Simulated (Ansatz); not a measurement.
**Ta wire along [100], 21 atoms a period: bands along the axis**

Aim: is the Ta wire along [100], 21 atoms a period a metal or a semiconductor?

Calculated with Ansatz 0.2.0; DFT PBE, plane waves, PAW; relaxation of a wire's period; PAW set soft_1, in the first sound run; inputs show where later runs differ.

## 1. Set-up

The cell holds 21 atoms: 21 Ta. Cell: a = 16.760 Å, b = 16.760 Å, c = 3.320 Å, α = 90.0°, β = 90.0°, γ = 90.0°. Vacuum lies along a and b. The structure's axis is c.

## 2. The relaxed wire

Band widths follow the bond lengths, so the wire is relaxed first. The atoms and the third cell vector are free; the box across stays fixed as vacuum. A Fermi-Dirac smearing is set since the result may be a metal. The pressure printed is a third of the stress's trace over the whole box, vacuum included; only the stress along the axis is relaxed.

Contents of input.yaml:

```yaml
crystal:
  lattice:
    - [16.76, 0.0, 0.0]
    - [0.0, 16.76, 0.0]
    - [0.0, 0.0, 3.32]
  atoms:
    - { symbol: Ta, position: [0.301909308, 0.301909308, 0.0] }
    - { symbol: Ta, position: [0.301909308, 0.5, 0.0] }
    - { symbol: Ta, position: [0.301909308, 0.698090692, 0.0] }
    - { symbol: Ta, position: [0.5, 0.301909308, 0.0] }
    - { symbol: Ta, position: [0.5, 0.5, 0.0] }
    - { symbol: Ta, position: [0.5, 0.698090692, 0.0] }
    - { symbol: Ta, position: [0.698090692, 0.301909308, 0.0] }
    - { symbol: Ta, position: [0.698090692, 0.5, 0.0] }
    - { symbol: Ta, position: [0.698090692, 0.698090692, 0.0] }
    - { symbol: Ta, position: [0.202863962, 0.400954654, 0.5] }
    - { symbol: Ta, position: [0.202863962, 0.599045346, 0.5] }
    - { symbol: Ta, position: [0.400954654, 0.202863962, 0.5] }
    - { symbol: Ta, position: [0.400954654, 0.400954654, 0.5] }
    - { symbol: Ta, position: [0.400954654, 0.599045346, 0.5] }
    - { symbol: Ta, position: [0.400954654, 0.797136038, 0.5] }
    - { symbol: Ta, position: [0.599045346, 0.202863962, 0.5] }
    - { symbol: Ta, position: [0.599045346, 0.400954654, 0.5] }
    - { symbol: Ta, position: [0.599045346, 0.599045346, 0.5] }
    - { symbol: Ta, position: [0.599045346, 0.797136038, 0.5] }
    - { symbol: Ta, position: [0.797136038, 0.400954654, 0.5] }
    - { symbol: Ta, position: [0.797136038, 0.599045346, 0.5] }
kpoints:
  mp_grid: { grid: [1, 1, 25] }
scf:
  occupations: { method: fermi_dirac, width: 0.05 }
hamiltonian:
  xc: pbe
  pseudopotentials: { kind: paw, azcp: { folder: soft_1 } }
relax:
  cell: { fix: [a, b, alpha, beta, gamma] }
  max_steps: 45
  f_tol: 0.03
```

Command:

```sh
$ ansatz run input.yaml --threads 4 --pin off --max-ram 16384MiB --backend cpu --events-out ev --progress --plain --runs-dir out
```

Numbers of over 12 decimals in the logs are rounded to 6 here.

The program printed:

```text
Engine: ansatz 0.2.0, x86_64-unknown-linux-gnu
Pseudopotentials: kind: paw
Pseudopotential: Ta, paw, valence charge 13, recommended cutoff 420 eV (normal), soft_1/Ta.paw.azcp
Functional definition: PBE
  parameter kappa = 0.804
  parameter beta = 0.066725
  exchange = pbe_x(kappa = kappa, mu = beta*pi^2/3)
  correlation = pbe_c(beta = beta)
Crystal: 21 atoms, lattice volume = 932.580 Å³
Basis set: ecut = 420 eV, 18311 PW (Γ), exchange–correlation on 240×240×48 points (8 copies of the dense FFT grid, shifted against one another)
Bands: 164, of which v1, the nominal top of the filled ones, is band 137 counted from 1 (136 counted from 0)
Symmetry: 16 space group operations
Space group: P4/mmm (ITA 123), of the structure as read, at distance tolerance 9.8e-5 Å
k-points: 13 of 25
Non-local potential: Ta, projectors of the file, l = 0: 3, l = 1: 2, l = 2: 2, l = 3: 1
PAW form: soft (Blöchl's): semilocal exchange-correlation on the pseudo side does not see the compensation charge
PAW one-centre angular grid: Ta, 590 points (default); XC on 64 Gauss nodes
Initial density: superposition of atomic densities (neutral atoms: chi_scale 0, normalization atom)
Initial wavefunctions: pseudopotential atomic-orbital guess
Functional: x = pbe(κ = 0.804, μ = 0.219515), c = pbe(β = 0.066725)
SCF iter   1: F=—  HF=-208600.659731 eV  |F-HF|=—  |Δ(HF+E_count)|=         —  Δρ=5.06e-2  dr2=3.30e2  ethr=3.10e-3  ⟨swp⟩=10.8  Hψ=10163  notcnv=0  defer=20
preconditioner: auto → LDOS  [metal: Δε(μ)=0.027 eV  Ē_g=4.160 eV  σ=0.050 eV  W_gap=0.13  n_scr=166 (ndim 8)  ℏωp=12.5 eV  f_vac=0.432  D(μ)=17.60/eV (n_scr^D=68)  β→1.0]
SCF iter   2: F=—  HF=-208617.038149 eV  |F-HF|=—  |Δ(HF+E_count)|=    1.64e1  Δρ=8.27e-2  dr2=1.21e3  ethr=3.10e-3  ⟨swp⟩=7.3  Hψ=9173  notcnv=0  defer=109  recentre
SCF iter   3: F=—  HF=-208580.789816 eV  |F-HF|=—  |Δ(HF+E_count)|=    3.62e1  Δρ=2.45e-2  dr2=9.28e1  ethr=3.10e-3  ⟨swp⟩=7.4  Hψ=9291  notcnv=0  defer=40
SCF iter   4: F=—  HF=-208575.925487 eV  |F-HF|=—  |Δ(HF+E_count)|=    4.86e0  Δρ=5.28e-3  dr2=9.22e-1  ethr=3.10e-3  ⟨swp⟩=4.6  Hψ=3708  notcnv=0  defer=72
SCF iter   5: F=—  HF=-208575.857380 eV  |F-HF|=—  |Δ(HF+E_count)|=   6.81e-2  Δρ=2.12e-3  dr2=1.01e-1  ethr=3.38e-4  ⟨swp⟩=3.7  Hψ=3375  notcnv=0  defer=73
SCF iter   6: F=—  HF=-208575.862823 eV  |F-HF|=—  |Δ(HF+E_count)|=   5.44e-3  Δρ=8.60e-4  dr2=4.15e-2  ethr=3.68e-5  ⟨swp⟩=2.3  Hψ=3017  notcnv=0  defer=73
SCF iter   7: F=—  HF=-208575.861799 eV  |F-HF|=—  |Δ(HF+E_count)|=   1.02e-3  Δρ=3.16e-4  dr2=2.83e-3  ethr=1.52e-5  ⟨swp⟩=2.0  Hψ=2717  notcnv=0  defer=73
SCF iter   8: F=—  HF=-208575.862336 eV  |F-HF|=—  |Δ(HF+E_count)|=   5.37e-4  Δρ=1.20e-4  dr2=6.04e-4  ethr=1.04e-6  ⟨swp⟩=2.0  Hψ=2755  notcnv=0  defer=73
SCF iter   9: F=—  HF=-208575.862403 eV  |F-HF|=—  |Δ(HF+E_count)|=   6.75e-5  Δρ=6.10e-5  dr2=5.01e-4  ethr=2.21e-7  ⟨swp⟩=2.3  Hψ=2811  notcnv=0  defer=73
SCF iter  10: F=—  HF=-208575.862403 eV  |F-HF|=—  |Δ(HF+E_count)|=   1.27e-7  Δρ=2.61e-5  dr2=9.91e-5  ethr=1.83e-7  ⟨swp⟩=1.2  Hψ=2088  notcnv=0  defer=73
SCF iter  11: F=—  HF=-208575.862368 eV  |F-HF|=—  |Δ(HF+E_count)|=   3.49e-5  Δρ=6.08e-6  dr2=1.68e-6  ethr=3.63e-8  ⟨swp⟩=2.1  Hψ=2792  notcnv=0  defer=73
SCF iter  12: F=—  HF=-208575.862369 eV  |F-HF|=—  |Δ(HF+E_count)|=   8.59e-8  Δρ=2.35e-6  dr2=1.42e-7  ethr=6.15e-10  ⟨swp⟩=2.8  Hψ=2846  notcnv=0  defer=73
SCF iter  13: F=-208575.862369 eV  HF=-208575.862369 eV  |F-HF|=1.13e-8  |Δ(HF+E_count)|=   5.17e-8  Δρ=9.80e-7  dr2=2.47e-8  ethr=3.66e-11  ⟨swp⟩=5.4  Hψ=6996  notcnv=0
SCF 1 converged in 13 iterations: F = -208575.862369 eV  dr2 = 2.47e-8
  greatest PAW one-centre occupation: 0.999 electrons in one spin orbital (limit 2), on the Ta atom at site 7 (counted from 0), in its partial waves of l = 0
relax step   1: F+E_penalty+E_count = -208575.86236862 eV  Δ(F+E_penalty+E_count) = +0.000e0 eV  max|allowed force component| = 1.555e0 eV/Å  Δτ_max = 0.0000 Å  P = -5.438 GPa  Ω = 932.580 Å³  fix = [a, b, alpha, beta, gamma]  reactions: a -4.845, b -4.845 GPa  (13 SCF iters, dr2 threshold 1.00e-7 eV, accepted)
Crystal: 21 atoms, lattice volume = 886.713 Å³
Basis set: ecut = 420 eV, 17311 PW (Γ), exchange–correlation on 240×240×48 points (8 copies of the dense FFT grid, shifted against one another)
Initial density: handed on by an earlier stage of this run
Initial wavefunctions: those handed on with the density
iter 1 solved again at ethr=3.08e-3 eV; its pass at ethr=3.10e-3 eV (dr2=8.41e0 eV) is discarded
SCF iter   1: F=—  HF=-208578.365328 eV  |F-HF|=—  |Δ(HF+E_count)|=         —  Δρ=1.62e-2  dr2=8.48e0  ethr=3.08e-3  ⟨swp⟩=2.1  Hψ=11220  notcnv=0
preconditioner: auto → LDOS  [metal: Δε(μ)=0.010 eV  Ē_g=3.585 eV  σ=0.050 eV  W_gap=0.05  n_scr=150 (ndim 8)  ℏωp=12.8 eV  f_vac=0.468  D(μ)=29.51/eV (n_scr^D=226)  β→1.0]
SCF iter   2: F=—  HF=-208577.525128 eV  |F-HF|=—  |Δ(HF+E_count)|=   8.40e-1  Δρ=8.46e-3  dr2=2.39e0  ethr=3.08e-3  ⟨swp⟩=3.2  Hψ=3559  notcnv=0  defer=7
SCF iter   3: F=—  HF=-208577.321327 eV  |F-HF|=—  |Δ(HF+E_count)|=   2.04e-1  Δρ=2.15e-3  dr2=1.66e-1  ethr=8.74e-4  ⟨swp⟩=2.2  Hψ=3365  notcnv=0  defer=95
SCF iter   4: F=—  HF=-208577.302298 eV  |F-HF|=—  |Δ(HF+E_count)|=   1.90e-2  Δρ=7.90e-4  dr2=1.24e-2  ethr=6.08e-5  ⟨swp⟩=3.1  Hψ=4173  notcnv=0  defer=95
SCF iter   5: F=—  HF=-208577.301131 eV  |F-HF|=—  |Δ(HF+E_count)|=   1.17e-3  Δρ=2.16e-4  dr2=1.27e-3  ethr=4.55e-6  ⟨swp⟩=2.7  Hψ=3771  notcnv=0  defer=95
SCF iter   6: F=—  HF=-208577.301436 eV  |F-HF|=—  |Δ(HF+E_count)|=   3.04e-4  Δρ=6.93e-5  dr2=4.86e-5  ethr=4.66e-7  ⟨swp⟩=2.0  Hψ=3007  notcnv=0  defer=95
SCF iter   7: F=—  HF=-208577.301482 eV  |F-HF|=—  |Δ(HF+E_count)|=   4.64e-5  Δρ=2.01e-5  dr2=5.88e-6  ethr=1.78e-8  ⟨swp⟩=3.2  Hψ=3962  notcnv=0  defer=95
SCF iter   8: F=-208577.301485 eV  HF=-208577.301485 eV  |F-HF|=2.50e-8  |Δ(HF+E_count)|=   3.31e-6  Δρ=6.17e-6  dr2=5.12e-7  ethr=7.69e-10  ⟨swp⟩=5.3  Hψ=7909  notcnv=0
SCF 2 converged in 8 iterations: F = -208577.301485 eV  dr2 = 5.12e-7
  greatest PAW one-centre occupation: 0.999 electrons in one spin orbital (limit 2), on the Ta atom at site 17 (counted from 0), in its partial waves of l = 0
relax step   2: F+E_penalty+E_count = -208577.30148524 eV  Δ(F+E_penalty+E_count) = -1.439e0 eV  max|allowed force component| = 1.075e0 eV/Å  Δτ_max = 0.1851 Å  P = +2.268 GPa  Ω = 886.713 Å³  energy of the carried Pulay correction = +4.086e-3 eV  fix = [a, b, alpha, beta, gamma]  reactions: a +1.914, b +1.914 GPa  (8 SCF iters, dr2 threshold 2.10e-6 eV, accepted)
Crystal: 21 atoms, lattice volume = 901.560 Å³
Basis set: ecut = 420 eV, 17663 PW (Γ), exchange–correlation on 240×240×48 points (8 copies of the dense FFT grid, shifted against one another)
iter 1 solved again at ethr=6.17e-4 eV; its pass at ethr=3.10e-3 eV (dr2=1.69e0 eV) is discarded
SCF iter   1: F=—  HF=-208577.845940 eV  |F-HF|=—  |Δ(HF+E_count)|=         —  Δρ=6.08e-3  dr2=1.74e0  ethr=6.17e-4  ⟨swp⟩=3.2  Hψ=10002  notcnv=0  defer=1
preconditioner: auto → LDOS  [metal: Δε(μ)=0.008 eV  Ē_g=3.357 eV  σ=0.050 eV  W_gap=0.04  n_scr=158 (ndim 8)  ℏωp=12.7 eV  f_vac=0.458  D(μ)=31.62/eV (n_scr^D=258)  β→1.0]
SCF iter   2: F=—  HF=-208577.708197 eV  |F-HF|=—  |Δ(HF+E_count)|=   1.38e-1  Δρ=3.40e-3  dr2=3.02e-1  ethr=6.17e-4  ⟨swp⟩=3.4  Hψ=3271  notcnv=0  defer=7
SCF iter   3: F=—  HF=-208577.677102 eV  |F-HF|=—  |Δ(HF+E_count)|=   3.11e-2  Δρ=1.06e-3  dr2=5.03e-2  ethr=1.11e-4  ⟨swp⟩=2.3  Hψ=3820  notcnv=0  defer=14
SCF iter   4: F=—  HF=-208577.670355 eV  |F-HF|=—  |Δ(HF+E_count)|=   6.75e-3  Δρ=2.65e-4  dr2=2.18e-3  ethr=1.84e-5  ⟨swp⟩=2.1  Hψ=2987  notcnv=0  defer=14
SCF iter   5: F=—  HF=-208577.670314 eV  |F-HF|=—  |Δ(HF+E_count)|=   4.16e-5  Δρ=8.91e-5  dr2=2.25e-4  ethr=7.97e-7  ⟨swp⟩=2.1  Hψ=2857  notcnv=0  defer=14
SCF iter   6: F=—  HF=-208577.670382 eV  |F-HF|=—  |Δ(HF+E_count)|=   6.88e-5  Δρ=2.95e-5  dr2=1.80e-5  ethr=8.25e-8  ⟨swp⟩=2.0  Hψ=2834  notcnv=0  defer=14
SCF iter   7: F=-208577.670391 eV  HF=-208577.670391 eV  |F-HF|=4.62e-7  |Δ(HF+E_count)|=   8.74e-6  Δρ=8.83e-6  dr2=1.58e-6  ethr=7.69e-10  ⟨swp⟩=6.1  Hψ=8250  notcnv=0
SCF 3 converged in 7 iterations: F = -208577.670391 eV  dr2 = 1.58e-6
relax step   3: F+E_penalty+E_count = -208577.67039072 eV  Δ(F+E_penalty+E_count) = -3.689e-1 eV  max|allowed force component| = 2.222e-1 eV/Å  Δτ_max = 0.0742 Å  P = -0.533 GPa  Ω = 901.560 Å³  energy of the carried Pulay correction = +2.741e-3 eV  fix = [a, b, alpha, beta, gamma]  reactions: a -0.534, b -0.534 GPa  (7 SCF iters, dr2 threshold 2.10e-6 eV, accepted)
Crystal: 21 atoms, lattice volume = 900.810 Å³
iter 1 solved again at ethr=1.06e-4 eV; its pass at ethr=3.10e-3 eV (dr2=2.90e-1 eV) is discarded
SCF iter   1: F=—  HF=-208577.698882 eV  |F-HF|=—  |Δ(HF+E_count)|=         —  Δρ=1.88e-3  dr2=3.01e-1  ethr=1.06e-4  ⟨swp⟩=3.0  Hψ=7448  notcnv=0
preconditioner: auto → LDOS  [metal: Δε(μ)=0.004 eV  Ē_g=3.391 eV  σ=0.050 eV  W_gap=0.02  n_scr=158 (ndim 8)  ℏωp=12.7 eV  f_vac=0.461  D(μ)=30.28/eV (n_scr^D=226)  β→1.0]
SCF iter   2: F=—  HF=-208577.687366 eV  |F-HF|=—  |Δ(HF+E_count)|=   1.15e-2  Δρ=7.67e-4  dr2=2.02e-2  ethr=1.06e-4  ⟨swp⟩=2.2  Hψ=2560  notcnv=0
SCF iter   3: F=—  HF=-208577.686158 eV  |F-HF|=—  |Δ(HF+E_count)|=   1.21e-3  Δρ=2.87e-4  dr2=4.11e-3  ethr=7.40e-6  ⟨swp⟩=2.2  Hψ=3753  notcnv=0
SCF iter   4: F=—  HF=-208577.685767 eV  |F-HF|=—  |Δ(HF+E_count)|=   3.90e-4  Δρ=7.48e-5  dr2=2.12e-4  ethr=1.51e-6  ⟨swp⟩=2.0  Hψ=2792  notcnv=0
SCF iter   5: F=—  HF=-208577.685801 eV  |F-HF|=—  |Δ(HF+E_count)|=   3.35e-5  Δρ=2.58e-5  dr2=8.58e-6  ethr=7.76e-8  ⟨swp⟩=2.0  Hψ=2815  notcnv=0
SCF iter   6: F=-208577.685804 eV  HF=-208577.685804 eV  |F-HF|=6.00e-8  |Δ(HF+E_count)|=   3.28e-6  Δρ=8.14e-6  dr2=1.08e-6  ethr=7.69e-10  ⟨swp⟩=5.4  Hψ=7862  notcnv=0
SCF 4 converged in 6 iterations: F = -208577.685804 eV  dr2 = 1.08e-6
relax step   4: F+E_penalty+E_count = -208577.68580417 eV  Δ(F+E_penalty+E_count) = -1.541e-2 eV  max|allowed force component| = 3.397e-2 eV/Å  Δτ_max = 0.0260 Å  P = -0.049 GPa  Ω = 900.810 Å³  energy of the carried Pulay correction = +2.808e-3 eV  fix = [a, b, alpha, beta, gamma]  reactions: a -0.053, b -0.053 GPa  (6 SCF iters, dr2 threshold 2.10e-6 eV, accepted)
Crystal: 21 atoms, lattice volume = 899.726 Å³
Basis set: ecut = 420 eV, 17591 PW (Γ), exchange–correlation on 240×240×48 points (8 copies of the dense FFT grid, shifted against one another)
iter 1 solved again at ethr=2.24e-5 eV; its pass at ethr=3.10e-3 eV (dr2=6.13e-2 eV) is discarded
SCF iter   1: F=—  HF=-208577.690430 eV  |F-HF|=—  |Δ(HF+E_count)|=         —  Δρ=7.88e-4  dr2=6.30e-2  ethr=2.24e-5  ⟨swp⟩=1.8  Hψ=6908  notcnv=0
preconditioner: auto → LDOS  [metal: Δε(μ)=0.004 eV  Ē_g=3.377 eV  σ=0.050 eV  W_gap=0.02  n_scr=158 (ndim 8)  ℏωp=12.7 eV  f_vac=0.460  D(μ)=31.08/eV (n_scr^D=250)  β→1.0]
SCF iter   2: F=—  HF=-208577.688370 eV  |F-HF|=—  |Δ(HF+E_count)|=   2.06e-3  Δρ=2.36e-4  dr2=1.33e-3  ethr=2.24e-5  ⟨swp⟩=1.1  Hψ=2133  notcnv=0
SCF iter   3: F=—  HF=-208577.688296 eV  |F-HF|=—  |Δ(HF+E_count)|=   7.33e-5  Δρ=1.31e-4  dr2=8.17e-4  ethr=4.87e-7  ⟨swp⟩=3.9  Hψ=5047  notcnv=0
SCF iter   4: F=—  HF=-208577.688241 eV  |F-HF|=—  |Δ(HF+E_count)|=   5.54e-5  Δρ=2.58e-5  dr2=1.37e-5  ethr=2.99e-7  ⟨swp⟩=2.0  Hψ=2732  notcnv=0
SCF iter   5: F=—  HF=-208577.688262 eV  |F-HF|=—  |Δ(HF+E_count)|=   2.17e-5  Δρ=8.68e-6  dr2=1.05e-6  ethr=5.01e-9  ⟨swp⟩=2.5  Hψ=3586  notcnv=0
SCF iter   6: F=—  HF=-208577.688263 eV  |F-HF|=—  |Δ(HF+E_count)|=   4.00e-7  Δρ=2.26e-6  dr2=8.70e-8  ethr=3.85e-10  ⟨swp⟩=2.4  Hψ=3303  notcnv=0
SCF iter   7: F=-208577.688263 eV  HF=-208577.688263 eV  |F-HF|=5.01e-9  |Δ(HF+E_count)|=   4.71e-8  Δρ=8.55e-7  dr2=1.58e-8  ethr=2.64e-11  ⟨swp⟩=5.1  Hψ=6906  notcnv=0
SCF 5 converged in 7 iterations: F = -208577.688263 eV  dr2 = 1.58e-8
relax step   5: F+E_penalty+E_count = -208577.68826294 eV  Δ(F+E_penalty+E_count) = -2.459e-3 eV  max|allowed force component| = 2.052e-2 eV/Å  Δτ_max = 0.0099 Å  P = -0.061 GPa  Ω = 899.726 Å³  energy of the carried Pulay correction = +2.906e-3 eV  fix = [a, b, alpha, beta, gamma]  reactions: a -0.091, b -0.091 GPa  (7 SCF iters, dr2 threshold 7.21e-8 eV, accepted)
Initial wavefunctions: pseudopotential atomic-orbital guess (no wavefunctions were taken with the density)
iter 1 solved again at ethr=2.09e-6 eV; its pass at ethr=3.10e-3 eV (dr2=5.71e-3 eV) is discarded
SCF iter   1: F=—  HF=-208577.685407 eV  |F-HF|=—  |Δ(HF+E_count)|=         —  Δρ=4.73e-5  dr2=2.41e-6  ethr=2.09e-6  ⟨swp⟩=4.8  Hψ=15248  notcnv=0
eigensolver tolerance schedule: the retry pair's looser diagonalisation over-reported the residual by 2370.69 of it (diagonalisation noise at an unbounded share of the residual, at the tolerance the schedule requests for it); recorded, not acted on — ethr = c·dr2/N_el stays at c = 1.0e-1
preconditioner: auto → LDOS  [metal: Δε(μ)=0.003 eV  Ē_g=3.381 eV  σ=0.050 eV  W_gap=0.01  n_scr=158 (ndim 8)  ℏωp=12.7 eV  f_vac=0.460  D(μ)=30.97/eV (n_scr^D=234)  β→1.0]
SCF iter   2: F=—  HF=-208577.685453 eV  |F-HF|=—  |Δ(HF+E_count)|=   4.57e-5  Δρ=4.42e-6  dr2=8.64e-8  ethr=8.82e-10  ⟨swp⟩=3.4  Hψ=5172  notcnv=0
SCF iter   3: F=—  HF=-208577.685453 eV  |F-HF|=—  |Δ(HF+E_count)|=   7.01e-9  Δρ=1.20e-6  dr2=1.54e-8  ethr=3.16e-11  ⟨swp⟩=2.6  Hψ=4121  notcnv=0
SCF iter   4: F=—  HF=-208577.685453 eV  |F-HF|=—  |Δ(HF+E_count)|=   4.98e-9  Δρ=2.83e-7  dr2=1.11e-9  ethr=5.64e-12  ⟨swp⟩=3.0  Hψ=4095  notcnv=0
SCF iter   5: F=—  HF=-208577.685453 eV  |F-HF|=—  |Δ(HF+E_count)|=  1.46e-10  Δρ=1.00e-7  dr2=2.35e-10  ethr=1.00e-12  ⟨swp⟩=5.3  Hψ=7979  notcnv=0
SCF iter   6: F=-208577.685453 eV  HF=-208577.685453 eV  |F-HF|=1.46e-10  |Δ(HF+E_count)|=    0.00e0  Δρ=4.68e-8  dr2=4.80e-11  ethr=1.00e-12  ⟨swp⟩=4.1  Hψ=6060  notcnv=0
SCF 6 converged in 6 iterations: F = -208577.685453 eV  dr2 = 4.80e-11
relax step   6: F+E_penalty+E_count = -208577.68545254 eV  Δ(F+E_penalty+E_count) = +2.810e-3 eV  max|allowed force component| = 2.047e-2 eV/Å  Δτ_max = 0.0000 Å  P = -0.061 GPa  Ω = 899.726 Å³  fix = [a, b, alpha, beta, gamma]  reactions: a -0.090, b -0.090 GPa  stress off target by 3.51e-3 GPa on what of the cell is left free  SCF on the basis re-selected at this cell (its energy is not comparable with the rows above)  (6 SCF iters)
basis re-selected at this cell: Δ(F+E_penalty+E_count) = +2.810e-3 eV, ΔP = -0.000 GPa vs the last step (what re-selecting the basis moved, of the pressure what is left beyond the Pulay correction that the steps carried, after the strain that the cell walked since its last selection, with what the two solves' SCF thresholds leave and, on support functions, any second-order correction that the steps lacked; it is no m [...]
SCF converged after 6 iterations
Free energy (F): -208577.685453 eV
Harris-Foulkes:  -208577.685453 eV  (|F-HF|=1.46e-10)
Internal energy: -208577.432614 eV  (E = F + TS)
E sigma→0 (E₀):  -208577.559033 eV
Entropy (-TS):   -0.252838 eV (-12.040 meV/atom)
Fermi energy:    5.684715 eV
--- Per-component energies (eV) ---
  E_band       = -5764.953538
  E_kinetic    = 8250.442614
  E_local      = -128797.423384  (includes V_loc(G=0)·N_el)
  E_nonlocal   = -229.189767
  E_hartree    = 61026.547961
  E_xc         = -6727.391375
  E_vxc        = -4880.636466  (∫ρ·V_xc dr)
  E_paw        = -174395.595242  (= ΣΔE_a)
  E_vpaw       = -2161.243834  (= ΣTr[D̂ρ^β])
  E_aug_tail   = 0.001974  (compensation charges beyond the density's cutoff)
  E_ewald      = 32295.174605
  E_smearing   = -0.252838  (= −TS)
  E_closure    = -0.000000  (closes the sum)
  Σ components = -208577.685453   (vs F -208577.685453, Δ=0.00e0)
--- Forces (eV/Å), atoms counted from 1 ---
  atom   1  Ta    -0.00936238    -0.00936238     0.00000000
  atom   2  Ta     0.00208481     0.00000000    -0.00000000
  atom   3  Ta    -0.00936238     0.00936238    -0.00000000
  atom   4  Ta    -0.00000000     0.00208481     0.00000000
  atom   5  Ta    -0.00000000    -0.00000000    -0.00000000
  atom   6  Ta     0.00000000    -0.00208481    -0.00000000
  atom   7  Ta     0.00936238    -0.00936238     0.00000000
  atom   8  Ta    -0.00208481     0.00000000     0.00000000
  atom   9  Ta     0.00936238     0.00936238    -0.00000000
  atom  10  Ta     0.00010141     0.02047407     0.00000000
  atom  11  Ta     0.00010141    -0.02047407     0.00000000
  atom  12  Ta     0.02047407     0.00010141     0.00000000
  atom  13  Ta     0.00202556     0.00202556    -0.00000000
  atom  14  Ta     0.00202556    -0.00202556     0.00000000
  atom  15  Ta     0.02047407    -0.00010141     0.00000000
  atom  16  Ta    -0.02047407     0.00010141    -0.00000000
  atom  17  Ta    -0.00202556     0.00202556    -0.00000000
  atom  18  Ta    -0.00202556    -0.00202556     0.00000000
  atom  19  Ta    -0.02047407    -0.00010141    -0.00000000
  atom  20  Ta    -0.00010141     0.02047407    -0.00000000
  atom  21  Ta    -0.00010141    -0.02047407     0.00000000
  max |Σ_I F_I| component: 8.81e-19 eV/Å
--- Stress (GPa, compression-positive) ---
       -0.090234       0.000000      -0.000000
        0.000000      -0.090234      -0.000000
       -0.000000      -0.000000      -0.003509
  P = ⅓ Tr σ = -0.0613 GPa (-0.613 kbar)
--- Relaxed structure (5 steps of the walk, 5 accepted, 1 SCFs on fresh bases) ---
  F+E_penalty+E_count = -208577.68545254 eV   max|allowed force component| = 2.047e-2 eV/Å   (the final SCF, on the basis selected at the relaxed cell)
  cell:  # Å, volume = 899.7260 Å³
    - [16.76, 0.0, 0.0]
    - [0.0, 16.76, 0.0]
    - [0.0, 0.0, 3.203039]
  atoms:
    - { symbol: Ta, position: [0.301591, 0.301591, 0.0] }
    - { symbol: Ta, position: [0.303323, 0.5, 0.0] }
    - { symbol: Ta, position: [0.301591, 0.698409, 0.0] }
    - { symbol: Ta, position: [0.5, 0.303323, 0.0] }
    - { symbol: Ta, position: [0.5, 0.5, 0.0] }
    - { symbol: Ta, position: [0.5, 0.696677, 0.0] }
    - { symbol: Ta, position: [0.698409, 0.301591, 0.0] }
    - { symbol: Ta, position: [0.696677, 0.5, 0.0] }
    - { symbol: Ta, position: [0.698409, 0.698409, 0.0] }
    - { symbol: Ta, position: [0.211628, 0.404626, 0.500000] }
    - { symbol: Ta, position: [0.211628, 0.595374, 0.500000] }
    - { symbol: Ta, position: [0.404626, 0.211628, 0.500000] }
    - { symbol: Ta, position: [0.399458, 0.399458, 0.500000] }
    - { symbol: Ta, position: [0.399458, 0.600542, 0.500000] }
    - { symbol: Ta, position: [0.404626, 0.788372, 0.500000] }
    - { symbol: Ta, position: [0.595374, 0.211628, 0.500000] }
    - { symbol: Ta, position: [0.600542, 0.399458, 0.500000] }
    - { symbol: Ta, position: [0.600542, 0.600542, 0.500000] }
    - { symbol: Ta, position: [0.595374, 0.788372, 0.500000] }
    - { symbol: Ta, position: [0.788372, 0.404626, 0.500000] }
    - { symbol: Ta, position: [0.788372, 0.595374, 0.500000] }
```

Run time: 5.6 min. Hardware: 4 threads of Intel Xeon Platinum 8259CL at 2.50GHz (Skylake/Cascade Lake), shared host; peak memory 3.9 GiB; 21 min of CPU time.

(Continued in part 2 of 2.)

[Logs are printed without paths, hosts, clocks, repeated set-up lines and the standing remarks that a program may print on its own settings, such as how far it seeks lower states.]

[Hosts, paths, dates, database ids (printed as entryN), source tags and the programs' standing remarks are cut or masked in the printed files.]
